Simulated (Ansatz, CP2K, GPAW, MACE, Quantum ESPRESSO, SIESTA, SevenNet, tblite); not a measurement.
## Random rock-salt alloy of CaS and PbS (64 atoms) in other programs, against a plane-wave reference

Aim: run random rock-salt alloy of CaS and PbS (64 atoms) in several programs and set results and cost side by side. A plane-wave run serves as the reference.

Calculated with Quantum ESPRESSO 7.5; Kohn-Sham DFT, PBE, SSSP efficiency 1.3.0 pseudopotentials, plane waves.

### 1. The structure

The cell holds 64 atoms: 12 Pb, 32 S and 20 Ca. Its edges and angles: a = 11.565 Å, b = 11.565 Å, c = 11.565 Å, α = 90.0°, β = 90.0°, γ = 90.0°. It derives from CaS (rock-salt), repeated 2×2×2. Rock-salt CaS, 2 x 2 x 2 conventional cells, 12 of 32 Ca sites given to Pb at random (x = 0.375), lattice by Vegard's rule (a = 5.782 Å); not relaxed, displaced by a Gaussian of 0.02 Å. Then every atom was moved at random, 0.05 Å r.m.s. a Cartesian component.

### 2. The reference run

pw.in reads:

```
&control
  calculation = 'scf'
  pseudo_dir = './pseudo'
  outdir = './tmp'
  disk_io = 'none'
  tprnfor = .true.
  tstress = .true.
/
&system
  ibrav = 0
  nat = 64
  ntyp = 3
  ecutwfc = 45
  ecutrho = 360
  nosym = .true.
  occupations = 'smearing'
  smearing = 'fd'
  degauss = 0.003675
/
&electrons
  conv_thr = 3.2e-07
  electron_maxstep = 100
  mixing_beta = 0.2
  mixing_mode = 'local-TF'
  diagonalization = 'david'
/
ATOMIC_SPECIES
Pb 207.200 Pb.upf
S 32.060 S.upf
Ca 40.078 Ca.upf
CELL_PARAMETERS angstrom
11.56460 0.00000 0.00000
0.00000 11.56460 0.00000
0.00000 0.00000 11.56460
ATOMIC_POSITIONS crystal
Pb 0.99598 0.99910 0.99366
S 0.25642 0.99880 0.99511
Pb 0.99717 0.25211 0.25556
S 0.24990 0.25005 0.25150
Ca 0.24374 0.99857 0.25037
S 0.00138 0.00168 0.24691
Ca 0.25176 0.24286 0.00148
S 0.00417 0.24185 0.00221
Pb 0.01004 0.99426 0.50413
S 0.24322 0.00017 0.50062
Ca 0.99513 0.24849 0.74713
S 0.24340 0.25534 0.73996
[... 48 atom lines left out ...]
Pb 0.74433 0.49489 0.74747
S 0.49614 0.49710 0.74915
Pb 0.75428 0.75950 0.51210
S 0.50219 0.74551 0.50940
K_POINTS gamma
```

Run with:

```bash
$ OMP_NUM_THREADS=1 mpirun -np 4 pw.x -in pw.in > output.txt
```

The log of the run:

```text
Program PWSCF
     gamma-point specific algorithms are used
     one sub-group per band group will be used
     scalapack distributed-memory algorithm (size of sub-group:  2*  2 procs)
     Parallelization info
     sticks:   dense  smooth     PW     G-vecs:    dense   smooth      PW
     Min        3416    1709    426               301015   106390   13241
     Max        3418    1712    428               301022   106396   13244
     Sum       13669    6841   1709              1204079   425573   52971
     bravais-lattice index     =            0
     lattice parameter (alat)  =      21.8539  a.u.
     unit-cell volume          =   10437.3068 (a.u.)^3
     number of atoms/cell      =           64
     number of atomic types    =            3
[... lines left out ...]
     number of k points=     1  Fermi-Dirac smearing, width (Ry)=  0.0037
[... lines left out ...]
     total energy              =  -12723.76386611 Ry
[... lines left out ...]
     total energy              =  -12722.65494383 Ry
[... lines left out ...]
     total energy              =  -12723.19116430 Ry
[... lines left out ...]
     c_bands:  2 eigenvalues not converged
[... lines left out ...]
     c_bands:  1 eigenvalues not converged
[... lines left out ...]
     total energy              =  -12723.26081532 Ry
[... lines left out ...]
     total energy              =  -12723.26081509 Ry
[... lines left out ...]
   -32.9841 -32.9585 -32.9111 -32.9018 -32.8695 -32.8258 -32.8191 -32.8054
   -32.7758 -32.7703 -32.7605 -32.7357 -32.7263 -32.7261 -32.7202 -32.7083
   -32.6833 -32.5985 -32.5278 -32.5049 -14.0142 -14.0109 -14.0102 -13.9902
[...]
11.5787  11.5965  11.6300  11.6437  11.6670  11.6782  11.6995  11.7048
    11.7476  11.7567  11.7761  11.7964  11.8076  11.8472  11.8571  11.8658
     the Fermi energy is     8.4804 ev
!    total energy              =  -12723.26081514 Ry
     estimated scf accuracy    <       0.00000031 Ry
     smearing contrib. (-TS)   =      -0.00000001 Ry
     internal energy E=F+TS    =  -12723.26081513 Ry
     The total energy is F=E-TS. E is the sum of the following terms:
     one-electron contribution =   -1019.70639529 Ry
     hartree contribution      =     789.13127568 Ry
     xc contribution           =   -1043.62951556 Ry
     ewald contribution        =   -2707.65397787 Ry
     one-center paw contrib.   =   -8741.40220210 Ry
     convergence has been achieved in  27 iterations
     Forces acting on atoms (cartesian axes, Ry/au):
     atom    1 type  1   force =     0.01726399   -0.00006258    0.02074204
     atom    2 type  2   force =     0.00962120    0.02936947    0.00324731
     atom    3 type  1   force =     0.00132069   -0.02016674   -0.01342072
[...]
atom   63 type  1   force =    -0.00754251   -0.01776488   -0.03107470
     atom   64 type  2   force =    -0.02233172    0.01455052   -0.01399346
     Total force =     0.227651     Total SCF correction =     0.001075
     Computing stress (Cartesian axis) and pressure
          total   stress  (Ry/bohr**3)                   (kbar)     P=       27.87
   0.00015122  -0.00000249  -0.00000181           22.25       -0.37       -0.27
  -0.00000249   0.00022762   0.00000018           -0.37       33.48        0.03
  -0.00000181   0.00000018   0.00018954           -0.27        0.03       27.88
     Message from routine punch:
     Nothing written, as per user request (disk_io='none')
```

Run time: 5.8 min. Hardware: 4 MPI ranks of Arm Neoverse V2, shared host; peak memory 3.5 GiB.

Banners, paths, timers and routine set-up lines are dropped from the logs unmarked, and long logs keep their key lines alone; longer cuts are marked.

Numbers from this run:

```
r.m.s. force component                           : 0.4224 eV/Å
longest force                                    : 1.37 eV/Å
pressure                                         : 2.787 GPa
gap (highest filled to lowest empty level) : 1.836 eV
```

### 3. Local order

Pair distribution functions g(r), in bins of 0.2 Å:

| r (Å) | total | S-S | S-Ca | S-Pb | Ca-Ca | Ca-Pb | Pb-Pb |
| --- | --- | --- | --- | --- | --- | --- | --- |
| 2.60 | 0.04 | 0.00 | 0.00 | 0.22 | 0.00 | 0.00 | 0.00 |
| 2.80 | 3.83 | 0.00 | 7.42 | 8.01 | 0.00 | 0.00 | 0.00 |
| 3.00 | 2.98 | 0.00 | 6.25 | 5.50 | 0.00 | 0.00 | 0.00 |
| 3.20 | 0.06 | 0.00 | 0.10 | 0.16 | 0.00 | 0.00 | 0.00 |
| 3.40 | 0.00 | 0.00 | 0.00 | 0.00 | 0.00 | 0.00 | 0.00 |
| 3.60 | 0.00 | 0.00 | 0.00 | 0.00 | 0.00 | 0.00 | 0.00 |
| 3.80 | 0.08 | 0.16 | 0.00 | 0.00 | 0.00 | 0.17 | 0.57 |
| 4.00 | 3.79 | 7.75 | 0.00 | 0.00 | 6.62 | 8.32 | 6.88 |
| 4.20 | 3.03 | 5.90 | 0.00 | 0.00 | 6.79 | 5.94 | 5.43 |
| 4.40 | 0.00 | 0.00 | 0.00 | 0.00 | 0.00 | 0.00 | 0.00 |
| 4.60 | 0.00 | 0.00 | 0.00 | 0.00 | 0.00 | 0.00 | 0.00 |
| 4.80 | 0.24 | 0.00 | 0.33 | 0.74 | 0.00 | 0.00 | 0.00 |
| 5.00 | 2.48 | 0.00 | 5.30 | 4.40 | 0.00 | 0.00 | 0.00 |
| 5.20 | 0.34 | 0.00 | 0.51 | 0.97 | 0.00 | 0.00 | 0.00 |
| 5.40 | 0.00 | 0.00 | 0.00 | 0.00 | 0.00 | 0.00 | 0.00 |
| 5.60 | 0.28 | 0.49 | 0.00 | 0.00 | 0.19 | 0.96 | 0.80 |
| 5.80 | 1.35 | 2.75 | 0.00 | 0.00 | 3.03 | 2.51 | 2.03 |
| 6.00 | 0.09 | 0.21 | 0.00 | 0.00 | 0.09 | 0.22 | 0.24 |
| 6.20 | 0.09 | 0.00 | 0.15 | 0.24 | 0.00 | 0.00 | 0.00 |
| 6.40 | 3.71 | 0.00 | 7.79 | 6.80 | 0.00 | 0.00 | 0.00 |
| 6.60 | 1.73 | 0.00 | 3.13 | 3.99 | 0.00 | 0.00 | 0.00 |
| 6.80 | 0.05 | 0.05 | 0.00 | 0.00 | 0.13 | 0.16 | 0.18 |
| 7.00 | 2.63 | 5.47 | 0.00 | 0.00 | 5.35 | 4.88 | 4.67 |
| 7.20 | 1.91 | 3.67 | 0.00 | 0.00 | 3.97 | 3.75 | 4.83 |
| 7.40 | 0.01 | 0.02 | 0.00 | 0.00 | 0.00 | 0.00 | 0.16 |
| 7.60 | 0.00 | 0.00 | 0.00 | 0.00 | 0.00 | 0.00 | 0.00 |
| 7.80 | 0.00 | 0.00 | 0.00 | 0.00 | 0.00 | 0.00 | 0.00 |

Bonds by pair of elements; cutoffs follow the first minimum of g(r), held within bounds set by covalent radii, and pairs that aren't listed don't count as bonded (cutoffs were set anew for this text, so counts can differ from the run's own analysis):

| pair A-B | cutoff (Å) | bonds | mean length (Å) | spread (Å) | shortest (Å) | B about A | A about B |
| --- | --- | --- | --- | --- | --- | --- | --- |
| S-Ca | 3.43 | 120 | 2.90 | 0.078 | 2.71 | 3.75 | 6 |
| S-Pb | 3.34 | 72 | 2.88 | 0.083 | 2.70 | 2.25 | 6 |

How many atoms have how many bonded neighbours:

| element | mean | 6 |
| --- | --- | --- |
| Ca | 6 | 20 |
| Pb | 6 | 12 |
| S | 6 | 32 |

### 4. The other programs

The programs:
- CP2K 2026.2: Gaussian basis with GTH pseudopotentials and a plane-wave density; labels give functional, basis (MOLOPT sets; SR short-range, UZH the newer set with its own potentials), grid cutoff/relative cutoff and solver (OT: orbital transformation; TRS4, TC2, SIGN: linear-scaling purification with its sparsity filter), or its built-in tight binding.
- GPAW 26.7.0: PAW with atomic orbitals (LCAO), plane waves or a real-space grid of spacing h.
- MACE: machine-learned potential, published weights.
- SIESTA 5.4.2: numerical atomic orbitals, whose automatically made sets are far from complete, with PseudoDojo norm-conserving potentials that we converted to its format (checked against plane waves on the same files for H, C, O, Si, Ge and Ca alone); labels give functional, basis size, energy shift and mesh cutoff.
- SevenNet: machine-learned potential, published weights.
- tblite 0.8.0: extended tight binding, driven from Python.

All use the same cell and atoms; the electronic-structure runs use the same k-mesh, and an electronic temperature of 580 K (0.05 eV) where levels are smeared.

Differences are against the plane-wave reference, forces as r.m.s. over components; share is that over the reference's r.m.s. force, slope the least-squares factor from reference forces to these. Total energies of different programs have different zeros and aren't compared.

| run | Δ force, r.m.s. (meV/Å) | share (%) | slope | Δ pressure (GPa) | Δ gap (eV) | cores | CPU time | memory (GiB) |
| --- | --- | --- | --- | --- | --- | --- | --- | --- |
| reference | - | - | - | - | - | 4 | 23 min | 3.5 |
| CP2K BLYP, DZVP-MOLOPT-SR, 600/50 Ry, diagonalisation | 38.7 | 9.15 | 0.982 | 2.24 | 0.117 | 2 | 3.4 min | 4.1 |
| CP2K PBE, DZVP-UZH, 600/50 Ry, diagonalisation | 29.8 | 7.04 | 1.062 | 0.917 | -0.0314 | 4 | 3.7 min | 5.7 |
| CP2K PBE, SZV-MOLOPT-SR, 600/50 Ry, diagonalisation (coarse) | 516 | 122 | 0.328 | 1.85 | -1.31 | 1 | 3 min | 3.8 |
| GPAW PBE, LCAO dzp, h 0.2 Å | 35.7 | 8.45 | 1.054 | - | 0.0104 | 1 | 3.7 min | 1.6 |
| GPAW PBE, LCAO sz(dzp), h 0.2 Å (coarse) | 141 | 33.4 | 1.303 | - | 0.253 | 1 | 77 s | 1.3 |
| GPAW PBE, plane waves 450 eV | 18.1 | 4.29 | 0.970 | -0.340 | -0.0507 | 2 | 4.9 min | 1.4 |
| GPAW revPBE, LCAO dzp, h 0.2 Å | 42.0 | 9.95 | 1.070 | - | 0.0586 | 1 | 3.7 min | 1.6 |
| MACE MP-0b2 small potential | 82.9 | 19.6 | 0.898 | -0.329 | - | 1 | 5.5 s | 0.67 |
| MACE MPA-0 medium potential | 71.6 | 17.0 | 1.025 | -0.129 | - | 1 | 6.3 s | 0.76 |
| SIESTA PBE, DZP, shift 0.01 Ry, mesh 300 Ry | 173 | 40.9 | 1.046 | 3.09 | -0.115 | 1 | 3.1 min | 1.1 |
| SIESTA PBE, SZP, shift 0.01 Ry, mesh 300 Ry (coarse) | 178 | 42.1 | 1.056 | 3.55 | -0.0552 | 1 | 2.5 min | 1.0 |
| SIESTA PBE, TZP, shift 0.01 Ry, mesh 300 Ry | 169 | 39.9 | 1.032 | 2.70 | -0.120 | 2 | 4.1 min | 1.5 |
| SevenNet l3i5 potential | 71.6 | 16.9 | 1.006 | 0.205 | - | 1 | 7.4 s | 0.93 |
| tblite GFN1-xTB | 277 | 65.5 | 0.543 | -10.2 | - | 1 | 4.3 s | 0.13 |
| tblite IPEA1-xTB | 185 | 43.9 | 0.764 | -9.86 | - | 1 | 3.6 s | 0.13 |

Rows marked coarse were listed beforehand as settings not expected to be converged; some can still land near the reference.

Times of the machine-learned potentials are mostly Python's start and the loading of weights.

CPU time is summed over cores on a shared host, where runs went side by side, so it is rough. Symmetry, cutoffs, thresholds, outputs and thread counts weren't matched or tuned between programs; memory under MPI is the largest rank's times the ranks.

Runs without a result: CP2K GFN1-xTB, diagonalisation (not converged, the SCF not settling).

Mean charges by element (e), by run and scheme:

| run | scheme | Pb | S | Ca |
| --- | --- | --- | --- | --- |
| CP2K BLYP, DZVP-MOLOPT-SR, 600/50 Ry, diagonalisation | Mulliken | +0.70 | -0.65 | +0.63 |
| CP2K PBE, DZVP-UZH, 600/50 Ry, diagonalisation | Mulliken | +0.84 | -0.89 | +0.92 |
| SIESTA PBE, DZP, shift 0.01 Ry, mesh 300 Ry | Hirshfeld | +0.30 | -0.27 | +0.24 |
| SIESTA PBE, TZP, shift 0.01 Ry, mesh 300 Ry | Hirshfeld | +0.31 | -0.27 | +0.25 |
| tblite GFN1-xTB | Mulliken | +0.47 | -0.20 | +0.04 |
| tblite IPEA1-xTB | Mulliken | +0.43 | -0.41 | +0.41 |

A second geometry, displaced anew (every atom was moved at random, 0.04 Å r.m.s. a Cartesian component), gives an energy difference that all programs can be tested on. The reference puts it at -12.45 meV/atom.

| run | energy less the first geometry's (meV/atom) | error (meV/atom) | force share at the second geometry (%) |
| --- | --- | --- | --- |
| tblite IPEA1-xTB | -7.809 | 4.64 | 54.3 |
| MACE MPA-0 medium potential | -11.88 | 0.577 | 19.6 |
| SIESTA PBE, DZP, shift 0.01 Ry, mesh 300 Ry | -15.47 | -3.01 | 42.6 |
| SevenNet l3i5 potential | -11.92 | 0.534 | 19.6 |
| CP2K PBE, DZVP-UZH, 600/50 Ry, diagonalisation | -13.50 | -1.05 | 6.58 |
| MACE MP-0b2 small potential | -10.73 | 1.73 | 22.8 |
| GPAW PBE, LCAO dzp, h 0.2 Å | -13.30 | -0.849 | 8.65 |
| tblite GFN1-xTB | -6.390 | 6.06 | 73.5 |
| GPAW PBE, plane waves 450 eV | -12.22 | 0.231 | 5.00 |
| SIESTA PBE, SZP, shift 0.01 Ry, mesh 300 Ry | -15.51 | -3.05 | 44.5 |
| CP2K PBE, SZV-MOLOPT-SR, 600/50 Ry, diagonalisation | -6.575 | 5.88 | 160 |
| CP2K BLYP, DZVP-MOLOPT-SR, 600/50 Ry, diagonalisation | -12.51 | -0.0532 | 9.13 |
| GPAW PBE, LCAO sz(dzp), h 0.2 Å | -16.01 | -3.56 | 34.8 |
| SIESTA PBE, TZP, shift 0.01 Ry, mesh 300 Ry | -15.22 | -2.76 | 41.6 |
| GPAW revPBE, LCAO dzp, h 0.2 Å | -13.53 | -1.08 | 10.0 |

### 5. Outcome

| Property | Result |
| --- | --- |
| reference r.m.s. force component | 0.422 eV/Å |
| nearest in forces | GPAW PBE, plane waves 450 eV, 4.3 % |
| farthest in forces | CP2K PBE, SZV-MOLOPT-SR, 600/50 Ry, diagonalisation (coarse), 122 % |
| cheapest electronic-structure run beside the reference | tblite IPEA1-xTB, 3.6 s of CPU time |

What this shows: PBE on plane waves or a grid with other potentials, cutoffs or grids, coarse settings apart, differs from the reference by 4.3 % (GPAW PBE, plane waves 450 eV) of the r.m.s. force; this holds the reference's own error, so differences of a few per cent don't tell which side is nearer the exact PBE result. The PBE runs in local orbitals, coarse settings apart, differ by 7.0 % (CP2K PBE, DZVP-UZH, 600/50 Ry, diagonalisation) to 41 % (SIESTA PBE, DZP, shift 0.01 Ry, mesh 300 Ry); basis, grid and potentials can all enter. Tight binding differs by 44 % (tblite IPEA1-xTB) to 65 % (tblite GFN1-xTB); it is another model, with fitted parameters of its own, and the xTB methods hold dispersion. Machine-learned potentials differ by 17 % (SevenNet l3i5 potential) to 20 % (MACE MP-0b2 small potential); they were trained on other programs' data. Rows with another functional or a dispersion term differ by 9.2 % (CP2K BLYP, DZVP-MOLOPT-SR, 600/50 Ry, diagonalisation) to 9.9 % (GPAW revPBE, LCAO dzp, h 0.2 Å), which mixes the change of model with differences of basis and potentials. IPEA1-xTB was fitted to ionisation energies and electron affinities, not to forces or charges. Runs with settings chosen to be coarse differ by 33 % (GPAW PBE, LCAO sz(dzp), h 0.2 Å) to 122 % (CP2K PBE, SZV-MOLOPT-SR, 600/50 Ry, diagonalisation), their programs' other errors included. Of the electronic-structure runs that take under half the reference's CPU time, GPAW PBE, plane waves 450 eV comes nearest, at 4.3 % in 4.9 min against 23 min. GPAW PBE, LCAO sz(dzp), h 0.2 Å stiffens the forces by a factor of 1.30 while following their directions (correlation 0.994); the slopes of the 4 GPAW runs lie between 0.97 and 1.30. At the same functional, gaps differ from the reference's 1.84 eV by between -1.31 and +0.25 eV. These are spacings on the run's k-points, which needn't hold the band edges. In pressure, SIESTA PBE, SZP, shift 0.01 Ry, mesh 300 Ry misses by +3.6 GPa, at the same functional. Charges hang on model, scheme and program or settings: among these rows the mean for Ca runs from +0.04 to +0.92 e. The energy difference between the two geometries, -12.5 meV/atom in the reference, is met best by CP2K BLYP, DZVP-MOLOPT-SR, 600/50 Ry, diagonalisation (-0.0532) and worst by tblite GFN1-xTB (+6.06). In the reference: filled and empty levels are parted by 1.84 eV on the run's k-points; the mesh holds the band edges only if they fold onto it, so the gap at this level can be narrower or closed. In the reference: for some of the pairs, g(r) has its first main peak near 4.09 Å (S-S), 2.89 Å (S-Ca), 2.88 Å (S-Pb), 4.10 Å (Ca-Ca), 4.09 Å (Ca-Pb) and 4.08 Å (Pb-Pb). Periodic xTB results under one method name differ between programs and library versions. The potentials hold different valence shells: 560 electrons in the reference, 440 in CP2K with SZV-MOLOPT-SR; this bears on time and differences. The reference's pressure holds the uncorrected Pulay stress of its 45 Ry basis, so small pressure differences, and their order, may be the reference's own error. Machine-learned potentials mimic data converged in k, so the reference's own k-point error enters their differences. The host structure and its lattice constant were typed by rule, without a check against the phase diagram. The reference's pressure of 2.8 GPa belongs to a cell and atoms that aren't relaxed at this level. The electronic-structure runs sample only Γ, in a cell whose shortest periodic width is 12 Å. Spin–orbit coupling is left out, which matters for the levels of the heavy elements.

[Also dropped from logs without a mark: logging warnings of Python, and SIESTA's first energy breakdown and zero terms.]

[Logs are printed without paths, hosts, clocks, repeated set-up lines and the standing remarks that a program may print on its own settings, such as how far it seeks lower states.]

[Hosts, paths, dates, database ids (printed as entryN), source tags and the programs' standing remarks are cut or masked in the printed files.]
